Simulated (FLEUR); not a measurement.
# FePt (c factor at fixed volume 1.06 on the database's cell): anisotropy by force theorems, part 2 of 2

Aim: the anisotropy of FePt (c factor at fixed volume 1.06 on the database's cell) from single passes in the potential of one collinear state.

FLEUR MaX-R8.1; PBE; all-electron FLAPW, Dirac cores, scalar-relativistic bands.

So far. Step 2 (The magnetic state): After 24 cycles the largest moment stands at 2.96 μB.

### 5. Spin–orbit coupling, moments along [001]

Level of this step: PBE; all-electron FLAPW, Dirac cores, scalar-relativistic bands with spin-orbit coupling (FLEUR).

Spin–orbit coupling ties the spins to the lattice and lets orbital moments form.

A new self-consistent run of the start ferro +, with the moments along z. The k list default-1 (kpts.xml, not shown) is a Γ-centred 21×21×14 mesh.

inp.xml

```
<?xml version="1.0" encoding="UTF-8" standalone="no"?>
<fleurInput fleurInputVersion="0.39">
   <comment>
      FePt
   </comment>
   <calculationSetup>
      <cutoffs Kmax="3.6" Gmax="10.8" GmaxXC="10.8" numbands="72"/>
      <scfLoop itmax="110" minDistance="0.00002" maxIterBroyd="15" imix="Anderson" alpha="0.05" precondParam="0.0" spinf="2.0" sdNocoIR="T"/>
      <coreElectrons ctail="T" frcor="F" kcrel="0" coretail_lmax="0"/>
      <xcFunctional name="pbe" relativisticCorrections="F"/>
      <magnetism jspins="2"/>
      <soc l_soc="T" theta="0.0" phi="0.0" spav="F"/>
      <expertModes spex="0" secvar="F"/>
      <geometryOptimization l_f="F" forcealpha="1.0" forcemix="BFGS" epsdisp="0.00001" epsforce="0.00001"/>
      <ldaU l_linMix="F" mixParam="0.05" spinf="1.0"/>
   </calculationSetup>
   <cell>
      <bzIntegration valenceElectrons="32.0" mode="hist" fermiSmearingEnergy="0.00183747">
         <kPointListSelection listName="default-1"/>
         <xi:include xmlns:xi="http://www.w3.org/2001/XInclude" href="kpts.xml"> </xi:include>
      </bzIntegration>
      <xi:include xmlns:xi="http://www.w3.org/2001/XInclude" href="sym.xml"> </xi:include>
      <bulkLattice scale="1.0">
         <bravaisMatrix>
            <row-1>    4.9988869427123124     0.0000000000000000     0.0000000000000000</row-1>
            <row-2>    0.0000000000000000     4.9988869427123124     0.0000000000000000</row-2>
            <row-3>    0.0000000000000000     0.0000000000000000     7.4515680545227196</row-3>
         </bravaisMatrix>
      </bulkLattice>
   </cell>
   <atomSpecies>
      <species name="Iron (Fe) 2.800" element="Fe" atomicNumber="26">
         <mtSphere radius="2.44" gridPoints="807" logIncrement="0.015"/>
         <atomicCutoffs lmax="10" lnonsphr="8"/>
         <electronConfig flipSpins="F">
            <coreConfig>(1s1/2) (2s1/2) (2p1/2) (2p3/2)</coreConfig>
            <valenceConfig>(3s1/2) (3p1/2) (3p3/2) (4s1/2) (3d3/2) (3d5/2)</valenceConfig>
            <stateOccupation state="(3d3/2)" spinUp="1.4" spinDown="1.0"/>
            <stateOccupation state="(3d5/2)" spinUp="3.0" spinDown="0.6"/>
         </electronConfig>
         <energyParameters s="4" p="4" d="3" f="4"/>
         <lo type="SCLO" l="0" n="3" eDeriv="0"/>
         <lo type="SCLO" l="1" n="3" eDeriv="0"/>
      </species>
      <species name="Platinum (Pt)" element="Pt" atomicNumber="78">
         <mtSphere radius="2.44" gridPoints="807" logIncrement="0.017"/>
         <atomicCutoffs lmax="10" lnonsphr="8"/>
         <electronConfig flipSpins="F">
            <coreConfig>(1s1/2) (2s1/2) (2p1/2) (2p3/2) (3s1/2) (3p1/2) (3p3/2) (4s1/2) (3d3/2) (3d5/2) (4p1/2) (4p3/2) (5s1/2) (4d3/2) (4d5/2) (4f5/2) (4f7/2)</coreConfig>
            <valenceConfig>(5p1/2) (5p3/2) (6s1/2) (5d3/2) (5d5/2)</valenceConfig>
            <stateOccupation state="(6s1/2)" spinUp="0.500000" spinDown="0.500000"/>
            <stateOccupation state="(5d3/2)" spinUp="1.800000" spinDown="1.800000"/>
            <stateOccupation state="(5d5/2)" spinUp="2.700000" spinDown="2.700000"/>
         </electronConfig>
         <energyParameters s="6" p="6" d="5" f="5"/>
         <lo type="SCLO" l="1" n="5" eDeriv="0"/>
      </species>
   </atomSpecies>
   <atomGroups>
      <atomGroup species="Iron (Fe) 2.800">
         <relPos label="                   1">.0000000000 .0000000000 .0000000000</relPos>
         <force calculate="T" relaxXYZ="TTT"/>
      </atomGroup>
      <atomGroup species="Platinum (Pt)">
         <relPos label="                   2">1.000/2.000 1.000/2.000 1.000/2.000</relPos>
         <force calculate="T" relaxXYZ="TTT"/>
      </atomGroup>
   </atomGroups>
   <output dos="F" band="F" slice="F">
      <bandDOS minEnergy="-.5*Htr" maxEnergy="0.5*Htr" sigma="0.015" storeEVData="T"/>
      <plotting iplot="0" polar="F">
         <plot TwoD="T" vec1="  1.0  0.0  0.0" vec2="  0.0  1.0  0.0" vec3="  0.0  0.0  1.0" zero="  0.0  0.0  0.0" file="plot"/>
      </plotting>
      <moessbauerParams electricFieldGradient="F" isomerShift="F" coreHyperfine="F" valenceHyperfine="F"/>
   </output>
</fleurInput>
```

crystal.txt

```
FePt
&input film=F cartesian=F /
2.64529705000  0.00000000000  0.00000000000
0.00000000000  2.64529705000  0.00000000000
0.00000000000  0.00000000000  3.94320000000
1.8897261246
1.0 1.0 1.0

2
26 0.00000000000  0.00000000000  0.00000000000 : 2.800
78 0.50000000000  0.50000000000  0.50000000000

&soc 0.0000000 0.0000000 /
&kpt div1=21 div2=21 div3=14 gamma=T /
```

Launch:

```
$ OMP_NUM_THREADS=1 inpgen -f crystal.txt > inpgen.log  # inp.xml is then edited as shown
$ OMP_NUM_THREADS=1 mpirun -n 4 fleur_MPI > fleur.log
```

The log of the run:

```text
[banner, memory and clock lines left out]
Welcome to FLEUR        (www.flapw.de)
      MaX-Release 8.1          (www.max-centre.eu)

 ========== k-point set info ==========
 Selected k-point list: default-1
 k-point list type: mesh
 21 x 21 x 14
 Number of k points: 888

 [... set-up left out ...]
 Iteration:     1   Distance:      43.58709834 me/bohr^3
 Iteration:     2   Distance:      15.78390585 me/bohr^3
 Iteration:     3   Distance:      13.45806150 me/bohr^3
 Iteration:     4   Distance:       8.31418134 me/bohr^3
 Iteration:     5   Distance:       7.97112995 me/bohr^3
 Iteration:     6   Distance:       8.29377426 me/bohr^3
 Iteration:     7   Distance:       3.62752689 me/bohr^3
 Iteration:     8   Distance:       2.60531465 me/bohr^3
 Iteration:     9   Distance:       1.12806992 me/bohr^3
 Iteration:    10   Distance:       0.83782565 me/bohr^3
 Iteration:    11   Distance:       0.18036306 me/bohr^3
 Iteration:    12   Distance:       0.05299716 me/bohr^3
 Iteration:    13   Distance:       0.03680432 me/bohr^3
 Iteration:    14   Distance:       0.02685207 me/bohr^3
[... lines left out ...]
 Iteration:    18   Distance:       0.00241052 me/bohr^3
 Iteration:    19   Distance:       0.00107989 me/bohr^3
 Iteration:    20   Distance:       0.00040840 me/bohr^3
 Iteration:    21   Distance:       0.00032112 me/bohr^3
 Iteration:    22   Distance:       0.00009399 me/bohr^3
 Iteration:    23   Distance:       0.00002221 me/bohr^3
 Iteration:    24   Distance:       0.00001489 me/bohr^3

 ********************************************************************
 Run finished successfully
 Stop message:
   all done
 ********************************************************************

--- out.xml (last complete iteration) ---
<iteration numberForCurrentRun="   24" overallNumber="   24">
         [... left out ...]
         <bandgap value="0.0008066252" units="eV"/>
         <sumValenceSingleParticleEnergies value="-18.2137614440" units="Htr"/>
         <FermiEnergy value="0.4308793610" units="Htr"/>
         [... left out ...]
         <magneticMomentsInMTSpheres units="muBohr">
            <globalMagMoment atomType="1" vec="0.00000   0.00000   2.90842"/>
            <globalMagMoment atomType="2" vec="0.00000   0.00000   0.30765"/>
         </magneticMomentsInMTSpheres>
         <orbitalMomentsInMTSpheres units="muBohr">
            <globalMagMoment atomType="1" vec="0.00000   0.00000   0.06606"/>
            <globalMagMoment atomType="2" vec="0.00000   0.00000   0.03409"/>
         </orbitalMomentsInMTSpheres>
         [... left out ...]
         <totalEnergy value="   -19719.5926989102" units="Htr">
            <sumOfEigenvalues value="   -12061.3283627054">
               <coreElectrons value="-12043.1146012614"/>
               <valenceElectrons value="-18.2137614440"/>
            </sumOfEigenvalues>
         [... left out ...]
            <freeEnergy value="-19719.5930893256"/>
            <extrapolationTo0K value="-19719.5928941179"/>
         </totalEnergy>
         <densityConvergence units="me/bohr^3">
            <chargeDensity spin="1" distance="0.0000089765"/>
            <chargeDensity spin="2" distance="0.0000089431"/>
            <overallChargeDensity distance="0.0000148945"/>
            <spinDensity distance="0.0000099633"/>
         </densityConvergence>
      </iteration>
```

Run time: 10 min. Hardware: 4 MPI ranks of Arm Neoverse V1, shared host; peak memory 0.94 GiB.

Numbers from this step:

```yaml
free_energy: -536597.4642 eV
program_s_band_gap_on_this_mesh_in_a_metal_only_a_level_spacing: 8.07e-4 eV
magnetization: 3.139 μB
final_state: ferromagnetic
largest_moment: 2.908 μB
orbital_moment_along_the_spin: 0.06606 μB
```

Orbital moment in the sphere, along the spin axis by atom:

```
atom  orbital moment in the sphere, along the spin axis (μB)
 Fe1                                                  0.0661
 Pt2                                                  0.0341
```

### 6. Summary of results

* reference state: ferromagnetic
* largest sphere moment: 2.96 μB
* easy direction of those tried: [001]
* energy along [100] less [001], force theorem: 3.27 meV a primitive cell
* orbital moment on the atom of largest spin, along its spin (spin–orbit run): 0.0661 μB

**Reading.** By the force theorem the moments prefer [001]; shape anisotropy is not in it. The difference for the second direction goes from 3.4 meV (mesh 14×14×10, 72 states, 6.5 min of CPU time) to 3.3 meV (mesh 21×21×14, 72 states, 20 min). The orbital moment is parallel to the spin. The state was typed, and no other order was converged beside it, so it need not be the ground state.

[Logs and program files are shortened in this print: banners, set-up blocks, solver, clock and traceback lines can be left out without a mark of their own.]

[Logs are printed without paths, hosts, clocks, repeated set-up lines and the standing remarks that a program may print on its own settings, such as how far it seeks lower states.]

[Hosts, paths, dates, database ids (printed as entryN), source tags and the programs' standing remarks are cut or masked in the printed files.]

[Where a cell is said to come from a database of computed structures, the database is the Materials Project.]
